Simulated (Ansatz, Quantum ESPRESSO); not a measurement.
# Conductance against width: vacuum gaps between two Na(110) faces, part 2 of 4

Wanted: T at the Fermi level along a series, and its decay constant, for vacuum gaps between two Na(110) faces.

Quantum ESPRESSO 7.5; plane-wave DFT, PBE, GBRV ultrasoft pseudopotentials; cross-check by Ansatz 0.2.0 with PAW datasets.

So far. Step 2 (Self-consistent run, 4 Å): The run needed 9 iterations to bring the estimated error under 1e-07 Ry; the largest force on any atom, held or free, is 0.15 eV/Å.

### Step 3. Transmission with pwcond.x, 4 Å

Level of this step: transmission by pwcond, lead and junction from one cell; plane-wave DFT, PBE, GBRV ultrasoft pseudopotentials (Quantum ESPRESSO).

prefixt takes both regions from one run: the lead from 0 to bdl, the scattering region from bdl to bds (units of alat). ikind = 1 puts the same lead on both sides. The program's T_tot counts both spins in a run without spin; the tables below give T per spin.

j0.cond.in

```
&inputcond
  outdir = './out'
  prefixt = 'j0.scf'
  tran_file = 'j0.cond.dat'
  bdl = 1.4142135619
  bds = 8.7305555452
  ikind = 1
  ewind = 4.0
  epsproj = 1e-05
  nz1 = 7
  energy0 = 0.4
  denergy = -0.4
/
21
  0.00000000 0.00000000 0.01562500
  0.00000000 0.12500000 0.03125000
  0.00000000 0.25000000 0.03125000
  0.00000000 0.37500000 0.03125000
  0.00000000 0.50000000 0.01562500
  0.12500000 0.00000000 0.06250000
  0.12500000 0.25000000 0.06250000
  0.12500000 0.37500000 0.06250000
  0.12500000 0.50000000 0.06250000
  0.25000000 0.00000000 0.06250000
  0.25000000 0.12500000 0.03125000
  0.25000000 0.37500000 0.06250000
  0.25000000 0.50000000 0.06250000
  0.25000000 0.62500000 0.03125000
  0.37500000 0.00000000 0.06250000
  0.37500000 0.12500000 0.06250000
  0.37500000 0.50000000 0.06250000
  0.37500000 0.62500000 0.06250000
  0.50000000 0.00000000 0.03125000
  0.50000000 0.12500000 0.06250000
  0.50000000 0.25000000 0.03125000
3
```

On the command line:

```bash
$ OMP_NUM_THREADS=1 mpirun -n 4 pwcond.x -in j0.cond.in > j0.cond.out
```

The log of the run:

```text
[banner, memory and clock lines left out]
Program PWCOND v.7.5 starts

          URL

     ./out/j0.scf.save/

     IMPORTANT: XC functional enforced from input :
     Exchange-correlation= PBE
                           (   1   4   3   4   0   0   0)
     Any further DFT definition will be discarded
     Please, verify this is what you really want

     Reading collected, re-writing distributed wavefunctions

===== INPUT FILE containing all the regions =====

     GEOMETRY:

     lattice parameter (alat)  =       7.9368  a.u.
     the volume                =    3086.5361 (a.u.)^3
     the cross section         =      44.5432 (a.u.)^2
     l of the unit cell        =       8.7306 (alat)
     number of atoms/cell      =           12
     number of atomic types    =            1

     crystal axes: (cart. coord. in units of alat)
               a(1) = (  1.0000  0.0000  0.0000 )
               a(2) = (  0.5000  0.7071  0.0000 )
               a(3) = (  0.0000  0.0000  8.7306 )

   Cartesian axes

     site n.     atom                  positions (alat units)
          1        Na     tau(  1)=(  0.0000  0.0000  8.7306  )
          2        Na     tau(  2)=(  0.5000  0.0000  0.7071  )
          3        Na     tau(  3)=(  0.0000  0.0000  1.4142  )
          4        Na     tau(  4)=(  0.5000  0.0000  2.1213  )
          5        Na     tau(  5)=(  0.0000  0.0000  2.8284  )
          6        Na     tau(  6)=(  0.5000  0.0000  3.5355  )
          7        Na     tau(  7)=(  0.0000  0.0000  4.4879  )
          8        Na     tau(  8)=(  0.5000  0.0000  5.1950  )
          9        Na     tau(  9)=(  0.0000  0.0000  5.9021  )
         10        Na     tau( 10)=(  0.5000  0.0000  6.6092  )
         11        Na     tau( 11)=(  0.0000  0.0000  7.3163  )
         12        Na     tau( 12)=(  0.5000  0.0000  8.0234  )

     nr1s                      =           32
     nr2s                      =           27
     nr3s                      =          288
     nr1sx                     =           32
     nr2sx                     =           27
     nr3sx                     =          288
     nr1                       =           36
     nr2                       =           32
     nr3                       =          320
     nr1x                      =           36
     nr2x                      =           32
     nr3x                      =          320

 _______________________________
  Radii of nonlocal spheres:

     type       ibeta     ang. mom.          radius (alat units)
       Na         1         0                    0.2543
       Na         2         0                    0.2543
       Na         3         1                    0.2543
       Na         4         1                    0.2543
       Na         5         2                    0.2543
----- General information -----

--- T calc. with identical leads (ikind=1) ---

     nrx                       =           32
     nry                       =           27
     nz1                       =            7

     energy0               =         4.0E-01
     denergy               =        -4.0E-01
     nenergy               =          3
     ecut2d                =         4.0E+01
     ewind                 =         4.0E+00
     epsproj               =         1.0E-05

     number of k_|| points=   21
                       cryst. coord.
        k(    1) = (   0.0000000   0.0000000), wk =   0.0156250
        k(    2) = (   0.0000000   0.1250000), wk =   0.0312500
        k(    3) = (   0.0000000   0.2500000), wk =   0.0312500
        k(    4) = (   0.0000000   0.3750000), wk =   0.0312500
        k(    5) = (   0.0000000   0.5000000), wk =   0.0156250
        k(    6) = (   0.1250000   0.0000000), wk =   0.0625000
        k(    7) = (   0.1250000   0.2500000), wk =   0.0625000
        k(    8) = (   0.1250000   0.3750000), wk =   0.0625000
        k(    9) = (   0.1250000   0.5000000), wk =   0.0625000
        k(   10) = (   0.2500000   0.0000000), wk =   0.0625000
        k(   11) = (   0.2500000   0.1250000), wk =   0.0312500
        k(   12) = (   0.2500000   0.3750000), wk =   0.0625000
        k(   13) = (   0.2500000   0.5000000), wk =   0.0625000
        k(   14) = (   0.2500000   0.6250000), wk =   0.0312500
        k(   15) = (   0.3750000   0.0000000), wk =   0.0625000
        k(   16) = (   0.3750000   0.1250000), wk =   0.0625000
        k(   17) = (   0.3750000   0.5000000), wk =   0.0625000
        k(   18) = (   0.3750000   0.6250000), wk =   0.0625000
        k(   19) = (   0.5000000   0.0000000), wk =   0.0312500
        k(   20) = (   0.5000000   0.1250000), wk =   0.0625000
        k(   21) = (   0.5000000   0.2500000), wk =   0.0312500
----- Information about left/right lead -----

     nocros                   =           13
     noins                    =           13
     norb                     =           39
     norbf                    =          143
     nrz                      =           47

      iorb      type   ibeta   ang. mom.   m       position (alat)
        1        1       1        0        1   taunew(   1)=(  0.0000  0.0000  0.0000)
        2        1       2        0        1   taunew(   2)=(  0.0000  0.0000  0.0000)
        3        1       3        1        1   taunew(   3)=(  0.0000  0.0000  0.0000)
        4        1       3        1        2   taunew(   4)=(  0.0000  0.0000  0.0000)
        5        1       3        1        3   taunew(   5)=(  0.0000  0.0000  0.0000)
        6        1       4        1        1   taunew(   6)=(  0.0000  0.0000  0.0000)
        7        1       4        1        2   taunew(   7)=(  0.0000  0.0000  0.0000)
        8        1       4        1        3   taunew(   8)=(  0.0000  0.0000  0.0000)
        9        1       5        2        1   taunew(   9)=(  0.0000  0.0000  0.0000)
       10        1       5        2        2   taunew(  10)=(  0.0000  0.0000  0.0000)
       11        1       5        2        3   taunew(  11)=(  0.0000  0.0000  0.0000)
       12        1       5        2        4   taunew(  12)=(  0.0000  0.0000  0.0000)
       13        1       5        2        5   taunew(  13)=(  0.0000  0.0000  0.0000)
       14        1       1        0        1   taunew(  14)=(  0.5000  0.0000  0.7071)
       15        1       2        0        1   taunew(  15)=(  0.5000  0.0000  0.7071)
       16        1       3        1        1   taunew(  16)=(  0.5000  0.0000  0.7071)
       17        1       3        1        2   taunew(  17)=(  0.5000  0.0000  0.7071)
       18        1       3        1        3   taunew(  18)=(  0.5000  0.0000  0.7071)
       19        1       4        1        1   taunew(  19)=(  0.5000  0.0000  0.7071)
[...]
96        1       3        1        3   taunew(  96)=(  0.5000  0.0000  5.1950)
       97        1       4        1        1   taunew(  97)=(  0.5000  0.0000  5.1950)
       98        1       4        1        2   taunew(  98)=(  0.5000  0.0000  5.1950)
       99        1       4        1        3   taunew(  99)=(  0.5000  0.0000  5.1950)
      100        1       5        2        1   taunew( 100)=(  0.5000  0.0000  5.1950)
      101        1       5        2        2   taunew( 101)=(  0.5000  0.0000  5.1950)
      102        1       5        2        3   taunew( 102)=(  0.5000  0.0000  5.1950)
      103        1       5        2        4   taunew( 103)=(  0.5000  0.0000  5.1950)
      104        1       5        2        5   taunew( 104)=(  0.5000  0.0000  5.1950)
      105        1       1        0        1   taunew( 105)=(  0.0000  0.0000  5.9021)
      106        1       2        0        1   taunew( 106)=(  0.0000  0.0000  5.9021)
      107        1       3        1        1   taunew( 107)=(  0.0000  0.0000  5.9021)
      108        1       3        1        2   taunew( 108)=(  0.0000  0.0000  5.9021)
      109        1       3        1        3   taunew( 109)=(  0.0000  0.0000  5.9021)
      110        1       4        1        1   taunew( 110)=(  0.0000  0.0000  5.9021)
      111        1       4        1        2   taunew( 111)=(  0.0000  0.0000  5.9021)
      112        1       4        1        3   taunew( 112)=(  0.0000  0.0000  5.9021)
      113        1       5        2        1   taunew( 113)=(  0.0000  0.0000  5.9021)
      114        1       5        2        2   taunew( 114)=(  0.0000  0.0000  5.9021)
      115        1       5        2        3   taunew( 115)=(  0.0000  0.0000  5.9021)
      116        1       5        2        4   taunew( 116)=(  0.0000  0.0000  5.9021)
      117        1       5        2        5   taunew( 117)=(  0.0000  0.0000  5.9021)
      118        1       1        0        1   taunew( 118)=(  0.5000  0.0000  6.6092)
      119        1       2        0        1   taunew( 119)=(  0.5000  0.0000  6.6092)
      120        1       3        1        1   taunew( 120)=(  0.5000  0.0000  6.6092)
      121        1       3        1        2   taunew( 121)=(  0.5000  0.0000  6.6092)
      122        1       3        1        3   taunew( 122)=(  0.5000  0.0000  6.6092)
      123        1       4        1        1   taunew( 123)=(  0.5000  0.0000  6.6092)
      124        1       4        1        2   taunew( 124)=(  0.5000  0.0000  6.6092)
      125        1       4        1        3   taunew( 125)=(  0.5000  0.0000  6.6092)
      126        1       5        2        1   taunew( 126)=(  0.5000  0.0000  6.6092)
      127        1       5        2        2   taunew( 127)=(  0.5000  0.0000  6.6092)
      128        1       5        2        3   taunew( 128)=(  0.5000  0.0000  6.6092)
      129        1       5        2        4   taunew( 129)=(  0.5000  0.0000  6.6092)
      130        1       5        2        5   taunew( 130)=(  0.5000  0.0000  6.6092)
      131        1       1        0        1   taunew( 131)=(  0.0000  0.0000  7.3163)
      132        1       2        0        1   taunew( 132)=(  0.0000  0.0000  7.3163)
      133        1       3        1        1   taunew( 133)=(  0.0000  0.0000  7.3163)
      134        1       3        1        2   taunew( 134)=(  0.0000  0.0000  7.3163)
      135        1       3        1        3   taunew( 135)=(  0.0000  0.0000  7.3163)
      136        1       4        1        1   taunew( 136)=(  0.0000  0.0000  7.3163)
      137        1       4        1        2   taunew( 137)=(  0.0000  0.0000  7.3163)
      138        1       4        1        3   taunew( 138)=(  0.0000  0.0000  7.3163)
      139        1       5        2        1   taunew( 139)=(  0.0000  0.0000  7.3163)
      140        1       5        2        2   taunew( 140)=(  0.0000  0.0000  7.3163)
      141        1       5        2        3   taunew( 141)=(  0.0000  0.0000  7.3163)
      142        1       5        2        4   taunew( 142)=(  0.0000  0.0000  7.3163)
      143        1       5        2        5   taunew( 143)=(  0.0000  0.0000  7.3163)
 ngper, shell number =          137          31
 ngper, n2d =          137          97
---  E-Ef =    0.4000000  k =    0.0000000   0.0000000
---  ie =          1  ik =          1
 Nchannels of the left tip =            1
 Right moving states:
   k1(2pi/a)   k2(2pi/a)   E-Ef (eV)
  -0.0631954   0.0000145   0.4000000
 Left moving states:
   k1(2pi/a)   k2(2pi/a)   E-Ef (eV)
   0.0631954   0.0000145   0.4000000

 to transmit
 Band j to band i transmissions and reflections:
    j         i     |T_ij|^2    |R_ij|^2

    1 -->     1     0.99291     0.00709
   Total T_j, R_j =    0.99291  0.00709

E-Ef(ev), T(x2 spins) =    0.4000000   1.9858180
---  E-Ef =    0.0000000  k =    0.0000000   0.0000000
---  ie =          2  ik =          1
 Nchannels of the left tip =            1
 Right moving states:
   k1(2pi/a)   k2(2pi/a)   E-Ef (eV)
  -0.1188307   0.0000153   0.0000000
 Left moving states:
   k1(2pi/a)   k2(2pi/a)   E-Ef (eV)
   0.1188307   0.0000153   0.0000000

 to transmit
 Band j to band i transmissions and reflections:
    j         i     |T_ij|^2    |R_ij|^2

    1 -->     1     0.99287     0.00713
   Total T_j, R_j =    0.99287  0.00713

E-Ef(ev), T(x2 spins) =    0.0000000   1.9857380
---  E-Ef =   -0.4000000  k =    0.0000000   0.0000000
---  ie =          3  ik =          1
 Nchannels of the left tip =            1
 Right moving states:
   k1(2pi/a)   k2(2pi/a)   E-Ef (eV)
  -0.1759225   0.0000160  -0.4000000
 Left moving states:
   k1(2pi/a)   k2(2pi/a)   E-Ef (eV)
   0.1759225   0.0000160  -0.4000000

 to transmit
 Band j to band i transmissions and reflections:
    j         i     |T_ij|^2    |R_ij|^2

    1 -->     1     0.96523     0.03477
   Total T_j, R_j =    0.96523  0.03477

E-Ef(ev), T(x2 spins) =   -0.4000000   1.9304576
 ngper, shell number =          139          73
 ngper, n2d =          139         100
[... further energies and points left out ...]
---  E-Ef =    0.4000000  k =    0.5000000   0.2500000
---  ie =          1  ik =         21
 Nchannels of the left tip =            1
 Right moving states:
   k1(2pi/a)   k2(2pi/a)   E-Ef (eV)
  -0.3889079   0.0000139   0.4000000
 Left moving states:
   k1(2pi/a)   k2(2pi/a)   E-Ef (eV)
   0.3889079   0.0000139   0.4000000

 to transmit
 Band j to band i transmissions and reflections:
    j         i     |T_ij|^2    |R_ij|^2

    1 -->     1     0.80639     0.19361
   Total T_j, R_j =    0.80639  0.19361

E-Ef(ev), T(x2 spins) =    0.4000000   1.6127840
---  E-Ef =    0.0000000  k =    0.5000000   0.2500000
---  ie =          2  ik =         21
 Nchannels of the left tip =            1
 Right moving states:
   k1(2pi/a)   k2(2pi/a)   E-Ef (eV)
  -0.4750759   0.0000149   0.0000000
 Left moving states:
   k1(2pi/a)   k2(2pi/a)   E-Ef (eV)
   0.4750759   0.0000149   0.0000000

 to transmit
 Band j to band i transmissions and reflections:
    j         i     |T_ij|^2    |R_ij|^2

    1 -->     1     0.70127     0.29873
   Total T_j, R_j =    0.70127  0.29873

E-Ef(ev), T(x2 spins) =    0.0000000   1.4025332
---  E-Ef =   -0.4000000  k =    0.5000000   0.2500000
---  ie =          3  ik =         21
 Nchannels of the left tip =            1
 Right moving states:
   k1(2pi/a)   k2(2pi/a)   E-Ef (eV)
   0.4229155   0.0000159  -0.4000000
 Left moving states:
   k1(2pi/a)   k2(2pi/a)   E-Ef (eV)
  -0.4229155   0.0000159  -0.4000000

 to transmit
 Band j to band i transmissions and reflections:
    j         i     |T_ij|^2    |R_ij|^2

    1 -->     1     0.57394     0.42606
   Total T_j, R_j =    0.57394  0.42606

E-Ef(ev), T(x2 spins) =   -0.4000000   1.1478870
   T_tot     0.40000      0.15159E+01
   T_tot     0.00000      0.12627E+01
   T_tot    -0.40000      0.10358E+01

Note: The following floating-point exceptions are signalling: IEEE_UNDERFLOW_FLAG
Note: The following floating-point exceptions are signalling: IEEE_UNDERFLOW_FLAG
Note: The following floating-point exceptions are signalling: IEEE_UNDERFLOW_FLAG
Note: The following floating-point exceptions are signalling: IEEE_UNDERFLOW_FLAG
```

The job ended after 2 min (4 MPI ranks of Arm Neoverse V1, shared host; peak memory 0.29 GiB).

Read from the output:

- lead channels at the Fermi level, one spin: 0.8594
- transmission at the Fermi level, one spin: 0.6313
- conductance: 0.6313 G₀

Per spin; mean over the k mesh across the current. Table of open channels, zone mean by energy, zero at the Fermi level:

```csv
energy (eV),"open channels, zone mean"
-0.400,0.734
0.000,0.859
0.400,0.984
```

Per spin; mean over the k mesh across the current. Transmission, zone mean against energy, zero at the Fermi level:

```csv
energy (eV),"transmission, zone mean"
-0.400,0.518
0.000,0.631
0.400,0.758
```

At 0.000 eV; k in fractions of b1, b2. Transmission by k point:

```csv
k1,k2,weight,t,channels
0,0,0.01562,0.9929,1
0,0.125,0.03125,0.978,1
0,0.25,0.03125,0.9049,1
0,0.375,0.03125,0.6056,1
0,0.5,0.01562,0,0
0.125,0,0.0625,0.9823,1
0.125,0.25,0.0625,0.9404,1
0.125,0.375,0.0625,0.7952,1
0.125,0.5,0.0625,0,0
0.25,0,0.0625,0.9343,1
0.25,0.125,0.03125,0.9576,1
0.25,0.375,0.0625,0.8244,1
0.25,0.5,0.0625,0.4241,1
0.25,0.625,0.03125,0,0
0.375,0,0.0625,0.7963,1
0.375,0.125,0.0625,0.876,1
0.375,0.5,0.0625,0.451,1
0.375,0.625,0.0625,0,0
0.5,0,0.03125,0.2995,2
0.5,0.125,0.0625,0.6058,1
0.5,0.25,0.03125,0.7013,1
```

[end of part 2 of 4]

[Logs are printed without paths, hosts, clocks, repeated set-up lines and the standing remarks that a program may print on its own settings, such as how far it seeks lower states.]

[Hosts, paths, dates, database ids (printed as entryN), source tags and the programs' standing remarks are cut or masked in the printed files.]

[Maps of the electrostatic potential energy from Ansatz leave out the sawtooth potential of an applied field or a dipole correction, so their vacuum need not be flat; planar profiles and work functions include it.]
